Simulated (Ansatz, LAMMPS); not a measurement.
# Relaxing ionic liquid ethylammonium Br-, from a frame at 410 K (144 atoms), part 4 of 4

Aim: bring ionic liquid ethylammonium Br-, from a frame at 410 K (144 atoms) to a nearby minimum of the energy and see what moves.

Ansatz 0.2.0; Kohn-Sham DFT, PBE+D3(BJ), PAW (set soft_2), plane waves.

The cell: 24 C, 12 N, 96 H and 12 Br. The network of contacts between molecules at the start is that of the classical potential that made the cell. Sampling is at Γ alone, for a cell whose shortest periodic width is 12 Å.

So far, density (g/cm³): step 5 (structure statistics after relaxation) 1.61.

### Step 7. A run with a doubtful setting

The input is spoilt on purpose; the run shows how that looks.

Contents of input.yaml:

```yaml
crystal:
  lattice:
    - [11.65456, 0.0, 0.0]
    - [0.0, 11.65456, 0.0]
    - [0.0, 0.0, 11.65456]
  atoms:
    - { symbol: C, position: [0.08929, 0.00548, 0.25596] }
    - { symbol: C, position: [0.00997, 0.10311, 0.28554] }
    - { symbol: "N", position: [0.07979, 0.21281, 0.27252] }
    - { symbol: H, position: [0.04193, 0.92887, 0.22928] }
    - { symbol: H, position: [0.13962, 0.99151, 0.33231] }
    - { symbol: H, position: [0.14317, 0.02831, 0.18357] }
    - { symbol: H, position: [0.98014, 0.09788, 0.37674] }
    - { symbol: H, position: [0.93542, 0.11047, 0.22543] }
    - { symbol: H, position: [0.02481, 0.27914, 0.30112] }
    - { symbol: H, position: [0.16296, 0.20668, 0.30409] }
    - { symbol: H, position: [0.10364, 0.22218, 0.18606] }
    - { symbol: C, position: [0.61305, 0.44625, 0.79726] }
    - { symbol: C, position: [0.80732166, 0.02077, 0.49554] }
    - { symbol: "N", position: [0.46159, 0.58328, 0.82985] }
    - { symbol: H, position: [0.63057, 0.41368, 0.87953] }
    - { symbol: H, position: [0.68487, 0.44709, 0.72908] }
    - { symbol: H, position: [0.54399, 0.40086, 0.75725] }
    - { symbol: H, position: [0.60599, 0.61598, 0.73095] }
    - { symbol: H, position: [0.62655, 0.60842, 0.8841] }
    - { symbol: H, position: [0.44618, 0.66544, 0.84155] }
    - { symbol: H, position: [0.40779, 0.54774, 0.77199] }
    - { symbol: H, position: [0.45223, 0.54589, 0.9065] }
    - { symbol: C, position: [0.84668, 0.35697, 0.15932] }
    - { symbol: C, position: [0.84728, 0.43042, 0.05843] }
    - { symbol: "N", position: [0.95434, 0.4332, 0.00113] }
    - { symbol: H, position: [0.77307, 0.37881, 0.21633] }
    - { symbol: H, position: [0.93336, 0.35709, 0.20435] }
    - { symbol: H, position: [0.8301, 0.26116, 0.14362] }
    - { symbol: H, position: [0.83628, 0.51544, 0.08911] }
    - { symbol: H, position: [0.78166, 0.41331, 0.00059] }
    - { symbol: H, position: [0.97275, 0.35787, 0.95979] }
    - { symbol: H, position: [0.95984, 0.49804, 0.93764] }
    [... 106 atom lines left out ...]
    - { symbol: Br, position: [0.703, 0.98241, 0.29727] }
    - { symbol: Br, position: [0.35608, 0.72073, 0.61054] }
    - { symbol: Br, position: [0.86629, 0.29376, 0.47543] }
    - { symbol: Br, position: [0.51578, 0.84883, 0.95806] }
    - { symbol: Br, position: [0.23224, 0.44636, 0.8636] }
    - { symbol: Br, position: [0.79978, 0.18483, 0.80656] }
kpoints:
  mp_grid: { grid: [1, 1, 1] }
hamiltonian:
  xc: pbe
  dispersion: d3bj
scf:
  occupations: { method: fixed }
  max_iter: 60
output:
  forces: true
```

Run with:

```console
> ansatz run input.yaml --threads 4 --pin off --max-ram 8192MiB --backend cpu --events-out ev --progress --plain --runs-dir out
```

Numbers of over 12 decimals in the logs are rounded to 6 here.

Log:

```text
Engine: ansatz 0.2.0, aarch64-unknown-linux-gnu
Pseudopotentials: kind: paw
Pseudopotential: C, paw, valence charge 4, recommended cutoff 420 eV (normal), C.paw.azcp
Pseudopotential: N, paw, valence charge 5, recommended cutoff 420 eV (normal), N.paw.azcp
Pseudopotential: H, paw, valence charge 1, recommended cutoff 420 eV (normal), H.paw.azcp
Pseudopotential: Br, paw, valence charge 7, recommended cutoff 420 eV (normal), Br.paw.azcp
[... 5 lines on functional and potentials left out ...]
Crystal: 144 atoms, lattice volume = 1583.025 Å³
Basis set: ecut = 420 eV, 31103 PW (Γ), exchange–correlation on 160×160×160 points (8 copies of the dense FFT grid, shifted against one another)
Bands: 312, of which v1, the nominal top of the filled ones, is band 168 counted from 1 (167 counted from 0)
Symmetry: 1 space group operations
Space group: P1 (ITA 1), of the structure as read, at distance tolerance 1.2e-4 Å
k-points: 1
[... 9 lines on functional and potentials left out ...]
Initial density: superposition of atomic densities (neutral atoms: chi_scale 0, normalization atom), corrected by the library's trained network
Initial wavefunctions: pseudopotential atomic-orbital guess
Functional: x = pbe(κ = 0.804, μ = 0.219515), c = pbe(β = 0.066725)
SCF iter   1: F=—  HF=-45621.639515 eV  |F-HF|=—  |Δ(HF+E_count)|=         —  Δρ=1.19e-1  dr2=3.55e2  ethr=1.77e-3  ⟨swp⟩=6.0  Hψ=1217  notcnv=0  defer=141
preconditioner: auto → Resta (q_TF=auto, 2.107 Å⁻¹)  ε∞=2.3  [insulator: Δε(μ)=0.085 eV  Ē_g=14.506 eV  n_scr=250 (ndim 8)  ℏωp=16.4 eV  f_vac=0.115  ε∞_Penn≈2.3]
SCF iter   2: F=—  HF=-45571.965950 eV  |F-HF|=—  |Δ(HF+E_count)|=    4.97e1  Δρ=6.23e-2  dr2=1.66e2  ethr=1.77e-3  ⟨swp⟩=6.0  Hψ=1009  notcnv=0  defer=142
SCF iter   3: F=—  HF=-45564.509538 eV  |F-HF|=—  |Δ(HF+E_count)|=    7.46e0  Δρ=4.84e-2  dr2=8.96e1  ethr=1.77e-3  ⟨swp⟩=10.0  Hψ=1062  notcnv=0  defer=46
automatic band count: iteration 3 solves 216 bands in place of 312: the levels show a gap, and the empty bands left out lie too high to hold charge; the band table lists the bands solved (type scf.n_extra_bands for more)
SCF iter   4: F=—  HF=-45549.795707 eV  |F-HF|=—  |Δ(HF+E_count)|=    1.47e1  Δρ=3.11e-2  dr2=4.61e1  ethr=1.77e-3  ⟨swp⟩=5.0  Hψ=490  notcnv=0  defer=46
SCF iter   5: F=—  HF=-45549.909280 eV  |F-HF|=—  |Δ(HF+E_count)|=   1.14e-1  Δρ=2.81e-2  dr2=4.19e1  ethr=1.77e-3  ⟨swp⟩=4.0  Hψ=404  notcnv=0  defer=46
SCF iter   6: F=—  HF=-45547.298853 eV  |F-HF|=—  |Δ(HF+E_count)|=    2.61e0  Δρ=2.79e-2  dr2=3.63e1  ethr=1.77e-3  ⟨swp⟩=5.0  Hψ=689  notcnv=0  defer=142
automatic band count: iteration 6 solves 312 bands in place of 216: the levels no longer show a gap clear of their residuals, so the SCF keeps every band
SCF iter   7: F=—  HF=-45546.069948 eV  |F-HF|=—  |Δ(HF+E_count)|=    1.23e0  Δρ=1.48e-2  dr2=3.86e0  ethr=1.77e-3  ⟨swp⟩=2.0  Hψ=479  notcnv=0  defer=141
SCF iter   8: F=—  HF=-45545.645802 eV  |F-HF|=—  |Δ(HF+E_count)|=   4.24e-1  Δρ=1.04e-2  dr2=2.03e0  ethr=1.15e-3  ⟨swp⟩=2.0  Hψ=177  notcnv=0  defer=142
SCF iter   9: F=—  HF=-45546.750610 eV  |F-HF|=—  |Δ(HF+E_count)|=    1.10e0  Δρ=2.97e-2  dr2=3.76e1  ethr=6.04e-4  ⟨swp⟩=3.0  Hψ=492  notcnv=0  defer=141  recentre
SCF iter  10: F=—  HF=-45545.327832 eV  |F-HF|=—  |Δ(HF+E_count)|=    1.42e0  Δρ=6.04e-3  dr2=5.65e-1  ethr=6.04e-4  ⟨swp⟩=2.0  Hψ=331  notcnv=0  defer=142
[...]
SCF iter  25: F=—  HF=-45545.191102 eV  |F-HF|=—  |Δ(HF+E_count)|=   2.51e-3  Δρ=2.05e-3  dr2=9.67e-2  ethr=2.90e-5  ⟨swp⟩=1.0  Hψ=172  notcnv=0  defer=140
SCF iter  26: F=—  HF=-45545.188155 eV  |F-HF|=—  |Δ(HF+E_count)|=   2.95e-3  Δρ=1.99e-3  dr2=9.29e-2  ethr=2.88e-5  ⟨swp⟩=1.0  Hψ=172  notcnv=0  defer=140
SCF iter  27: F=—  HF=-45545.186351 eV  |F-HF|=—  |Δ(HF+E_count)|=   1.80e-3  Δρ=1.88e-3  dr2=8.12e-2  ethr=2.76e-5  ⟨swp⟩=1.0  Hψ=172  notcnv=0  defer=140
SCF iter  28: F=—  HF=-45545.183858 eV  |F-HF|=—  |Δ(HF+E_count)|=   2.49e-3  Δρ=1.68e-3  dr2=6.30e-2  ethr=2.42e-5  ⟨swp⟩=1.0  Hψ=172  notcnv=0  defer=140
SCF iter  29: F=—  HF=-45545.183404 eV  |F-HF|=—  |Δ(HF+E_count)|=   4.53e-4  Δρ=1.71e-3  dr2=6.69e-2  ethr=1.88e-5  ⟨swp⟩=1.0  Hψ=172  notcnv=0  defer=140
SCF iter  30: F=—  HF=-45545.189479 eV  |F-HF|=—  |Δ(HF+E_count)|=   6.07e-3  Δρ=1.20e-2  dr2=3.07e0  ethr=1.88e-5  ⟨swp⟩=1.0  Hψ=172  notcnv=0  defer=140  recentre
SCF iter  31: F=—  HF=-45545.197129 eV  |F-HF|=—  |Δ(HF+E_count)|=   7.65e-3  Δρ=2.20e-2  dr2=1.10e1  ethr=2.98e-7  ⟨swp⟩=40.0  Hψ=2579  notcnv=0
Mixer restart at iter 31: flushing history
iteration 31: the SCF's residuals had fallen too slowly under its mixing. It goes on by minimising its free energy, and can end on another state than longer mixing would; under `scf.algorithm: density_mixing` no SCF does so, but by `scf.convergence.dm_fallback`
SCF iter  32: F=—  HF=-45545.668502 eV  |F-HF|=—  |Δ(HF+E_count)|=   4.71e-1  Δρ=2.36e-2  dr2=1.28e1  ethr=2.98e-7  ⟨swp⟩=32.0  Hψ=2759  notcnv=0
SCF iter  33: F=—  HF=-45545.765875 eV  |F-HF|=—  |Δ(HF+E_count)|=   9.74e-2  Δρ=2.47e-2  dr2=1.37e1  ethr=2.98e-7  ⟨swp⟩=17.0  Hψ=2238  notcnv=0
```

The job ended after 60 s (4 threads of Arm Neoverse V2, shared host; peak memory 1.8 GiB).

Residual by cycle:

cycle, log10 residual and a bar from the least value:
```
        1        2.6 ##############################
        4        1.7 #######################
        7        0.6 ##############
       10       -0.2 #######
       13       -0.4 ######
       16        1.0 #################
       18        1.1 ##################
       21        1.0 #################
       24       -0.9 #
       27       -1.1 
       30        0.5 #############
       33        1.1 ##################
```

The run was cut off at its time limit.

After 33 cycles the residual stands at 14.

The change made on purpose: crystal.atoms[12].position = [0.80732166, 0.02077, 0.49554].

### Step 8. Changed: scf.occupations.method = "cold" and scf.occupations.width = 0.005

Changed here: scf.occupations.method = "cold" and scf.occupations.width = 0.005.

Contents of input.yaml:

```yaml
crystal:
  lattice:
    - [11.65456, 0.0, 0.0]
    - [0.0, 11.65456, 0.0]
    - [0.0, 0.0, 11.65456]
  atoms:
    [... the 144 atom lines of step 3 ...]
kpoints:
  mp_grid: { grid: [1, 1, 1] }
hamiltonian:
  xc: pbe
  dispersion: d3bj
scf:
  occupations: { method: cold, width: 0.005 }
output:
  forces: true
  stress: true
  populations: intrinsic
  dos:
    method: { smearing: { sigma: 0.15 } }
    de: 0.1
    projected: { site_lists: { Br: [Br], C: [C], H: [H], "N": ["N"] } }
  eigenvalues: true
```

Log:

```text
[...]
Crystal: 144 atoms, lattice volume = 1583.025 Å³
Basis set: ecut = 420 eV, 31103 PW (Γ), exchange–correlation on 160×160×160 points (8 copies of the dense FFT grid, shifted against one another)
Bands: 312, of which v1, the nominal top of the filled ones, is band 168 counted from 1 (167 counted from 0)
Symmetry: 1 space group operations
[...]
k-points: 1
[...]
SCF iter   1: F=—  HF=-45597.068158 eV  |F-HF|=—  |Δ(HF+E_count)|=         —  Δρ=3.52e-3  dr2=4.12e-1  ethr=1.77e-3  ⟨swp⟩=6.0  Hψ=1512  notcnv=0  defer=76
[...]
SCF iter   8: F=—  HF=-45596.932552 eV  |F-HF|=—  |Δ(HF+E_count)|=   6.27e-7  S|Δr|=    0.00e0  Δρ=2.70e-6  dr2=1.17e-7  ethr=3.09e-10  ⟨swp⟩=3.0  Hψ=340  notcnv=0  defer=137
SCF iter   9: F=-45596.932552 eV  HF=-45596.932552 eV  |F-HF|=1.03e-8  |Δ(HF+E_count)|=   6.56e-8  S|Δr|=    0.00e0  Δρ=7.23e-7  dr2=8.68e-9  ethr=2.98e-11  ⟨swp⟩=17.0  Hψ=2181  notcnv=0
SCF 1 converged in 9 iterations: F = -45596.932552 eV  dr2 = 8.68e-9
[...]
SCF converged after 9 iterations
Stability not checked: this state was not tested for a lower state beside it, because cold or Methfessel-Paxton smearing, or corrected tetrahedra, fill the levels in a way that the test cannot read (fill_not_monotonic; see scf.lower_state_search)
Free energy (F): -45596.932552 eV
[...]
Internal energy: -45596.932552 eV  (E = F + TS)
E sigma→0 (E₀):  -45596.932552 eV
Fermi energy:    1.929645 eV
Step filling:    the computed levels leave a gap of 3.6142 eV = 722.8 smearing widths at the electron count; against every level under it full and every level over it empty, smearing changes F+E_penalty+E_count by +0.00e0 meV and its σ→0 estimate by +0.00e0 meV
[...]
Σ components = -45596.932552   (vs F -45596.932552, Δ=0.00e0)
--- Forces (eV/Å), atoms counted from 1 ---
  atom   1  C     -0.66972951     0.07206022    -0.02743081
  atom   2  C     -0.05387298     0.30286586    -0.22719796
  atom   3  N     -0.92662310    -0.27654344    -0.45826325
  atom   4  H     -0.01861332    -0.08537410     0.25476085
[...]
atom 144  Br    -0.13603117     0.00366548     0.03943527
  max |Σ_I F_I| component: 2.47e-5 eV/Å
--- Stress (GPa, compression-positive) ---
        2.318978      -0.632170      -0.182918
       -0.632170       2.449326      -0.592953
       -0.182918      -0.592953       1.507418
  P = ⅓ Tr σ = 2.0919 GPa (20.919 kbar)
--- Band table (eV) ---
[...]
--- intrinsic populations: 144 sites ---
  site symbol       q [e]
     0      C      4.5211
     1      C      4.1890
     2      N      5.4120
[...]
143     Br      7.7311
  spilling = 0.000000 (of n_electrons = 336.000000)
```

It took 16 s on 4 threads; peak memory 1.7 GiB.

Geometry and reference: those of the single point at the start.

Forces differ from those of the single point at the start by 0 meV/Å r.m.s., 0 % of their size. It took 0.96 times the reference's time (shared host, so rough). The change had no effect here: energy, forces and cycles are those of the reference.

### Step 9. What came out

```
energy change in the relaxation                  : -70.91 meV/atom
r.m.s. displacement                              : 0.832 Å
largest displacement                             : 1.963 Å
free energy per atom                             : -316.7163 eV/atom
pressure                                         : 0.005016 GPa
r.m.s. force component                           : 0.00532 eV/Å
gap (highest filled to lowest empty level) : 4.414 eV
wall time of the 5 DFT runs                      : 5 min
```

**Reading.** Relaxation lowers the energy by 70.9 meV/atom and moves atoms by 0.83 Å r.m.s.; the r.m.s. force component goes from 1.1 to 0.0053 eV/Å, the pressure goes from 2.1 to 0.0050 GPa, and the gap from 3.61 to 4.41 eV. Displacements are taken in the final cell, so they leave out its strain. By the final cutoffs no bond was broken or made. The cell shrank by 1.8 % in volume. First to last step the energy falls by 10.211 eV, across changes of basis; the largest move, 1.96 Å, is that of H42. The C-N bonds change most in mean length: from 1.452 Å (spread 0.038) to 1.494 Å (spread 0.003). With the cutoffs above, all C atoms have 4, all H atoms have 1 and all N atoms have 4 bonded neighbours. The highest filled and lowest empty levels differ by 4.41 eV (at Γ alone); a semilocal functional tends to put such gaps too low. In a disordered cell it changes from sample to sample and from frame to frame.

Caveats: The network of contacts between molecules at the start is that of the classical potential that made the cell; in DFT atoms moved by 0.83 Å r.m.s.

[Logs are printed without paths, hosts, clocks, repeated set-up lines and the standing remarks that a program may print on its own settings, such as how far it seeks lower states.]

[Hosts, paths, dates, database ids (printed as entryN), source tags and the programs' standing remarks are cut or masked in the printed files.]
